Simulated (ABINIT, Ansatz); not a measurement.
# Zr (Zirconium): phonons by linear response, part 2 of 4

Aim: the phonon dispersion of Zr (Zirconium), checked by a second program.

ABINIT 10.8.3; DFT PBE, scalar-relativistic, plane waves, PseudoDojo norm-conserving pseudopotentials.

So far. Step 3 (Relaxing the cell and atoms): The volume changes by +0.6 % in this run and stands +0.6 % from the first cell. Step 4 (Ground state): The cell stands at -0.46 GPa: the relaxation ran with a smoothed and higher cutoff, and the difference is a stress of the finite basis. The relaxed cell has a = 3.232, c = 5.179 Å (conventional setting).

### Step 5. Zone-centre response

At q = 0 one unit cell holds all displacements. The response is solved for single atoms along the cell's directions, and symmetry skips those that follow from others. The crystal is treated as a metal, which screens a static field, so no field response is asked.

The input, dfpt_gamma.abi:

```

# common to the responses
getwfk_filepath "gso_WFK"
kptopt 2
nqpt 1
qpt 0.0 0.0 0.0
asr 0
chneut 0

# displacements
rfphon 1
rfatpol 1 2
rfdir 1 1 1
tolvrs 1.0d-10
prtwf 0
prtpot 1

# basis, mesh and filling
ecut 29.0
ngkpt 12 12 6
nshiftk 1
shiftk 0.0 0.0 0.0
istwfk *1
occopt 7
tsmear 0.01
nband 19
nstep 100
diemac 1000000.0
prtebands 0
prtgsr 0

# cell and atoms
acell 3*1.0 Angstrom
rprim 
    3.232401753 0.0 0.0
    -1.616200876 2.799342033 0.0
    0.0 0.0 5.178719101
ntypat 1
znucl 40
natom 2
typat 1 1
xred 
    1/3 2/3 0.25
    2/3 1/3 0.75
pp_dirpath "./pseudo"
pseudos "Zr.upf"
```

On the command line:

```console
$ OMP_NUM_THREADS=1 mpirun -n 16 abinit dfpt_gamma.abi > dfpt_gamma.log
```

Numbers of over 12 decimals in the logs are rounded to 6 here.

dfpt_gamma.abo, the main output file:

```text
[banners, grids, parts of the stress and lines that vanish by symmetry left out]
- input  file    -> dfpt_gamma.abi
- output file    -> dfpt_gamma.abo
- root for input  files -> dfpt_gammai
- root for output files -> dfpt_gammao

 Symmetries : space group P6_3/m m c (#194); Bravais hP (primitive hexag.)
================================================================================
 Values of the parameters that define the memory need of the present run (RF).
     intxc =       0      iscf =       7    lmnmax =       6     lnmax =       6
     mgfft =      48  mpssoang =       3    mqgrid =    3001     natom =       2
  nloc_mem =       1    nspden =       1   nspinor =       1    nsppol =       1
      nsym =      24    n1xccc =    2501    ntypat =       1    occopt =       7
   xclevel =       2
-    mband =          19        mffmem =           1         mkmem =          28
-   mkqmem =          28        mk1mem =          28           mpw =        2406
      nfft =       43200          nkpt =         436
- my_mband =          19
================================================================================
================================================================================

--------------------------------------------------------------------------------
------------- Echo of variables that govern the present computation ------------
--------------------------------------------------------------------------------
-
- outvars: echo of selected default values
-   iomode0 =  0 , fftalg0 =312 , wfoptalg0 =  0
-
- outvars: echo of global parameters not present in the input file
-  max_nthreads =    1
-
 -outvars: echo values of preprocessed input variables
 [... echo left out ...]
================================================================================

 chkinp: Checking input parameters for consistency.

[...]
== DATASET  1 ==================================================================
-   mpi_nproc: 16, omp_nthreads: 1 (-1 if OMP is not activated)

--- !DatasetInfo
iteration_state: {dtset: 1, }
dimensions: {natom: 2, nkpt: 436, mband: 19, nsppol: 1, nspinor: 1, nspden: 1, mpw: 2406, }
cutoff_energies: {ecut:  29.0, pawecutdg:  -1.0, }
electrons: {nelect:   2.40000000E+01, charge:   0.00000000E+00, occopt:   7.00000000E+00, tsmear:   1.00000000E-02, }
meta: {optdriver: 1, rfphon: 1, }
...

 mkfilename: getwfk from: gso_WFK

 Real(R)+Recip(G) space primitive vectors, cartesian coordinates (Bohr,Bohr^-1):
 R(1)=  6.1083540  0.0000000  0.0000000  G(1)=  0.1637102  0.0945181  0.0000000
 R(2)= -3.0541770  5.2899898  0.0000000  G(2)=  0.0000000  0.1890363  0.0000000
 R(3)=  0.0000000  0.0000000  9.7863608  G(3)=  0.0000000  0.0000000  0.1021830
 Unit cell volume ucvol=  3.1622795E+02 bohr^3
 Angles (23,13,12)=  9.00000000E+01  9.00000000E+01  1.20000000E+02 degrees
 setup1 : take into account q-point for computing boxcut.

 getcut: wavevector=  0.0000  0.0000  0.0000  ngfft=  30  30  48
         ecut(hartree)=     29.000   => boxcut(ratio)=   2.02328

--- Pseudopotential description ------------------------------------------------
- pspini: atom type   1  psp file is ./pseudo/Zr.upf

   9.02339628E+02                                ecore*ucvol(ha*bohr**3)
--------------------------------------------------------------------------------

 ==>  initialize data related to q vector <==

 The list of irreducible perturbations for this q vector is:
    1)    idir= 1    ipert=   1
    2)    idir= 3    ipert=   1

[...]
The perturbation idir=   2  ipert=   1 is
 symmetric of a previously calculated perturbation.
 So, its SCF calculation is not needed.

 The perturbation idir=   1  ipert=   2 is
 symmetric of a previously calculated perturbation.
 So, its SCF calculation is not needed.

 The perturbation idir=   2  ipert=   2 is
 symmetric of a previously calculated perturbation.
 So, its SCF calculation is not needed.

 The perturbation idir=   3  ipert=   2 is
 symmetric of a previously calculated perturbation.
 So, its SCF calculation is not needed.

--------------------------------------------------------------------------------
 Perturbation wavevector (in red.coord.)   0.000000  0.000000  0.000000
 Perturbation : displacement of atom   1   along direction   1
 Found     2 symmetries that leave the perturbation invariant.

[...]
dfpt_looppert : total number of electrons, from k and k+q
  fully or partially occupied states are    2.400000E+01 and    2.400000E+01.
 Initialisation of the first-order wave-functions :
  ireadwf=   0

--- !BeginCycle
iteration_state: {dtset: 1, }
solver: {iscf: 7, nstep: 100, nline: 4, wfoptalg: 0, }
tolerances: {tolvrs: 1.00E-10, }
...

     iter   2DEtotal(Ha)        deltaE(Ha) residm    vres2
-ETOT  1  0.792985     -1.526E+03 4.130E+00 1.120E+02
 ETOT  2  0.306266     -4.867E-01 5.961E-01 3.695E+00
 ETOT  3  0.303480     -2.785E-03 7.631E-02 3.095E-01
 ETOT  4  0.303279     -2.009E-04 1.840E-01 1.110E-02
 ETOT  5  0.303273     -6.373E-06 6.907E-02 4.893E-03
[...]
At SCF step   10       vres2   =  8.56E-12 < tolvrs=  1.00E-10 =>converged.
[...]
Mean square residual over all n,k,spin=   37.585E-06; max=  46.586E-03

 Thirteen components of 2nd-order total energy (hartree) are
 1,2,3: 0th-order hamiltonian combined with 1st-order wavefunctions
     kin0=   1.14782801E+03 eigvalue=   1.20777707E+02  local=  -9.13760748E+02
 4,5,6: 1st-order hamiltonian combined with 1st and 0th-order wfs
 loc psp =  -1.52797997E+03  Hartree=   3.81198015E+02     xc=  -1.08366373E+02
 note that "loc psp" includes a xc core correction that could be resolved
 7,8,9: eventually, occupation + non-local contributions
    edocc=   1.79355513E+02     enl0=   7.19545232E+02   enl1=  -1.52517475E+03
 1-9 gives the relaxation energy (to be shifted if some occ is /=2.0)
   erelax=  -1.52657736E+03
 10,11,12 Non-relaxation  contributions : frozen-wavefunctions and Ewald
 fr.local=   7.70832903E+02 fr.nonlo=   7.62029855E+02  Ewald=   1.06600635E+01
 13,14 Frozen wf xc core corrections (1) and (2)
 frxc 1  =  -1.34215965E+02  frxc 2 =   1.17573773E+02
 Resulting in :
 2DEtotal=    0.3032718386E+00 Ha. Also 2DEtotal=    0.825244713686E+01 eV
    (2DErelax=   -1.5265773582E+03 Ha. 2DEnonrelax=    1.5268806300E+03 Ha)
    (  non-var. 2DEtotal :    3.0327075188E-01 Ha)

[...]
Perturbation wavevector (in red.coord.)   0.000000  0.000000  0.000000
 Perturbation : displacement of atom   1   along direction   3
 Found     6 symmetries that leave the perturbation invariant.

--------------------------------------------------------------------------------

--------------------------------------------------------------------------------

 dfpt_looppert : total number of electrons, from k and k+q
  fully or partially occupied states are    2.400000E+01 and    2.400000E+01.
 Initialisation of the first-order wave-functions :
  ireadwf=   0

--- !BeginCycle
iteration_state: {dtset: 1, }
solver: {iscf: 7, nstep: 100, nline: 4, wfoptalg: 0, }
tolerances: {tolvrs: 1.00E-10, }
...

     iter   2DEtotal(Ha)        deltaE(Ha) residm    vres2
-ETOT  1   17.395954048113     -4.341E+03 8.780E+00 5.948E+04
[...]
ETOT 10   3.857855      8.185E-12 3.603E-01 1.201E-10
 ETOT 11   3.857855     -7.185E-11 1.312E-01 4.099E-12

 At SCF step   11       vres2   =  4.10E-12 < tolvrs=  1.00E-10 =>converged.
[...]
Mean square residual over all n,k,spin=   17.169E-05; max=  13.123E-02

 Thirteen components of 2nd-order total energy (hartree) are
 1,2,3: 0th-order hamiltonian combined with 1st-order wavefunctions
     kin0=   3.01873834E+03 eigvalue=   3.09260135E+02  local=  -2.39149126E+03
 4,5,6: 1st-order hamiltonian combined with 1st and 0th-order wfs
 loc psp =  -4.83902014E+03  Hartree=   1.42565361E+03     xc=  -2.85441451E+02
 note that "loc psp" includes a xc core correction that could be resolved
 7,8,9: eventually, occupation + non-local contributions
    edocc=   4.36197237E+02     enl0=   1.84211225E+03   enl1=  -3.87103760E+03
 1-9 gives the relaxation energy (to be shifted if some occ is /=2.0)
   erelax=  -4.35502887E+03
 10,11,12 Non-relaxation  contributions : frozen-wavefunctions and Ewald
 fr.local=   1.97256414E+03 fr.nonlo=   1.93484014E+03  Ewald=   4.93318131E+02
 13,14 Frozen wf xc core corrections (1) and (2)
 frxc 1  =  -3.44788544E+02  frxc 2 =   3.02952853E+02
 Resulting in :
 2DEtotal=    0.3857854677E+01 Ha. Also 2DEtotal=    0.104977573689E+03 eV
    (2DErelax=   -4.3550288678E+03 Ha. 2DEnonrelax=    4.3588867225E+03 Ha)
    (  non-var. 2DEtotal :    3.8578549726E+00 Ha)

[...]
---- first-order wavefunction calculations are completed ----

 ==> Compute Derivative Database <==

 [... matrices left out ...]
  Phonon wavevector (reduced coordinates) :  0.00000  0.00000  0.00000
 Phonon energies in Hartree :
  -1.796802E-05  1.204537E-05  1.204537E-05  3.129084E-04  3.129084E-04
   6.962685E-04
 Phonon frequencies in cm-1    :
- -3.943524E+00  2.643654E+00  2.643654E+00  6.867545E+01  6.867545E+01
-  1.528133E+02

== END DATASET(S) ==============================================================
================================================================================

 -outvars: echo values of variables after computation
            acell      1.8897261259E+00  1.8897261259E+00  1.8897261259E+00 Bohr
           etotal      3.8578546767E+00
            fcart      0.0000000000E+00  0.0000000000E+00  0.0000000000E+00
           strten      0.0000000000E+00  0.0000000000E+00  0.0000000000E+00
================================================================================
```

The job ended after 32 s (16 MPI ranks of Arm Neoverse V2, shared host; 8.6 min of CPU time).

Read from the output:

```yaml
largest_acoustic_frequency_at_the_zone_centre_before_the_sum_rule: -3.94 cm⁻¹
highest_optical_zone_centre_mode_no_lo_to_term: 152.8 cm⁻¹
lowest_optical_zone_centre_mode: 68.68 cm⁻¹
```

The acoustic modes at Γ come out as far as 3.9 cm⁻¹ from zero, where they should vanish, a small numerical error.

### Step 6. Linear response on the mesh

Linear response treats each wavevector of the 3×3×2 mesh in the unit cell; the first-order potentials are kept for the electron-phonon matrix elements.

The input, dfpt_q.abi:

```
ndtset 5

# wavevectors
qpt1 0.3333333333 0.0 0.0
qpt2 0.3333333333 0.3333333333 0.0
qpt3 0.0 0.0 0.5
qpt4 0.3333333333 0.0 0.5
qpt5 0.3333333333 0.3333333333 0.5

# displacements
getwfk_filepath "gso_WFK"
getwfq_filepath "gso_WFK"
kptopt 3
nqpt 1
rfphon 1
rfatpol 1 2
rfdir 1 1 1
tolvrs 1.0d-10
prtwf 0
prtpot 1

# basis, mesh and filling
ecut 29.0
ngkpt 12 12 6
nshiftk 1
shiftk 0.0 0.0 0.0
istwfk *1
occopt 7
tsmear 0.01
nband 19
nstep 100
diemac 1000000.0
prtebands 0
prtgsr 0

# cell and atoms
acell 3*1.0 Angstrom
rprim 
    3.232401753 0.0 0.0
    -1.616200876 2.799342033 0.0
    0.0 0.0 5.178719101
ntypat 1
znucl 40
natom 2
typat 1 1
xred 
    1/3 2/3 0.25
    2/3 1/3 0.75
pp_dirpath "./pseudo"
pseudos "Zr.upf"
```

On the command line:

```console
$ OMP_NUM_THREADS=1 mpirun -n 16 abinit dfpt_q.abi > dfpt_q.log
```

dfpt_q.abo, the main output file:

```text
[banners, grids, parts of the stress and lines that vanish by symmetry left out]
- input  file    -> dfpt_q.abi
- output file    -> dfpt_q.abo
- root for input  files -> dfpt_qi
[...]
DATASET    1 : space group P6_3/m m c (#194); Bravais hP (primitive hexag.)
[...]
nfft =       43200          nkpt =         864
[...]
DATASET    2 : space group P6_3/m m c (#194); Bravais hP (primitive hexag.)
[...]
nfft =       43200          nkpt =         864
[...]
DATASET    3 : space group P6_3/m m c (#194); Bravais hP (primitive hexag.)
[...]
nfft =       43200          nkpt =         864
[...]
DATASET    4 : space group P6_3/m m c (#194); Bravais hP (primitive hexag.)
[...]
nfft =       43200          nkpt =         864
[...]
DATASET    5 : space group P6_3/m m c (#194); Bravais hP (primitive hexag.)
[...]
nfft =       43200          nkpt =         864
[...]
== DATASET  1 ==================================================================
[...]
cutoff_energies: {ecut:  29.0, pawecutdg:  -1.0, }
[...]
Perturbation : displacement of atom   1   along direction   1
[...]
-ETOT  1   24.540896176251     -1.707E+03 5.171E+00 2.263E+05
 ETOT  2   77.737188229741      5.320E+01 9.173E+00 7.648E+05
 ETOT  3   3.180763     -7.456E+01 2.213E+00 5.681E+03
 ETOT  4   2.667477     -5.133E-01 1.046E+01 3.611E+02
 ETOT  5   2.550460     -1.170E-01 3.059E+00 9.757E+00
[...]
At SCF step   13       vres2   =  4.89E-11 < tolvrs=  1.00E-10 =>converged.
[...]
Perturbation : displacement of atom   1   along direction   2
[...]
-ETOT  1   1.935444     -1.550E+03 4.136E+00 8.745E+01
[...]
At SCF step   13       vres2   =  5.87E-11 < tolvrs=  1.00E-10 =>converged.
[...]
Perturbation : displacement of atom   1   along direction   3
[...]
-ETOT  1   11.035653746868     -4.154E+03 9.114E+00 1.746E+04
[...]
At SCF step   14       vres2   =  9.27E-11 < tolvrs=  1.00E-10 =>converged.
[...]
Phonon wavevector (reduced coordinates) :  0.33333  0.00000  0.00000
 Phonon energies in Hartree :
[...]
Phonon frequencies in cm-1    :
-  5.924296E+01  6.798961E+01  1.384132E+02  1.410015E+02  1.560157E+02
-  1.591979E+02
[...]
== DATASET  2 ==================================================================
[...]
cutoff_energies: {ecut:  29.0, pawecutdg:  -1.0, }
[...]
- 40.00000  12.00000  171031                  znucl, zion, pspdat
[...]
Perturbation : displacement of atom   1   along direction   1
[...]
-ETOT  1   5.927706     -1.676E+03 4.183E+00 1.013E+04
[...]
At SCF step   12       vres2   =  4.96E-12 < tolvrs=  1.00E-10 =>converged.
[...]
Perturbation : displacement of atom   1   along direction   3
[...]
-ETOT  1   11.145214241000     -4.101E+03 8.508E+00 9.721E+03
[...]
ETOT 11   7.145606      2.365E-11 4.538E+00 2.048E-10
 ETOT 12   7.145606     -6.912E-11 3.582E+00 1.846E-12
 At SCF step   12       vres2   =  1.85E-12 < tolvrs=  1.00E-10 =>converged.
[...]
Phonon wavevector (reduced coordinates) :  0.33333  0.33333  0.50000
 Phonon energies in Hartree :
[...]
Phonon frequencies in cm-1    :
-  6.734871E+01  6.734871E+01  1.671553E+02  1.671553E+02  1.728914E+02
-  1.728914E+02
[...]
strten3     0.0000000000E+00  0.0000000000E+00  0.0000000000E+00
           
================================================================================
```

The job ended after 12 min (16 MPI ranks; 3.2 h of CPU time).

Read from the output:

```yaml
lowest_mode_on_the_q_mesh_acoustic_ones_at_the_zone_centre_apart: 50.43 cm⁻¹
```

Frequencies (cm⁻¹) before the sum rule at the irreducible wavevectors but Γ, which is solved apart; negative means imaginary. Frequencies by wavevector:

```csv
q (fractions),star,mode 1,mode 2,mode 3,mode 4,mode 5,mode 6
0.3333 0 0,6,59.24,67.99,138.4,141,156,159.2
0.3333 0.3333 0,2,120.3,120.3,135.8,135.8,142.6,195.6
0 0 0.5,1,50.43,50.43,50.43,50.43,132.8,132.8
0.3333 0 0.5,6,103.8,103.8,110.2,110.2,166.1,166.1
0.3333 0.3333 0.5,2,67.35,67.35,167.2,167.2,172.9,172.9
```

(Part 2 of 4 ends here.)

[Host names and launcher messages were left out of these logs when they were recorded.]

[Logs are printed without paths, hosts, clocks, repeated set-up lines and the standing remarks that a program may print on its own settings, such as how far it seeks lower states.]

[Hosts, paths, dates, database ids (printed as entryN), source tags and the programs' standing remarks are cut or masked in the printed files.]
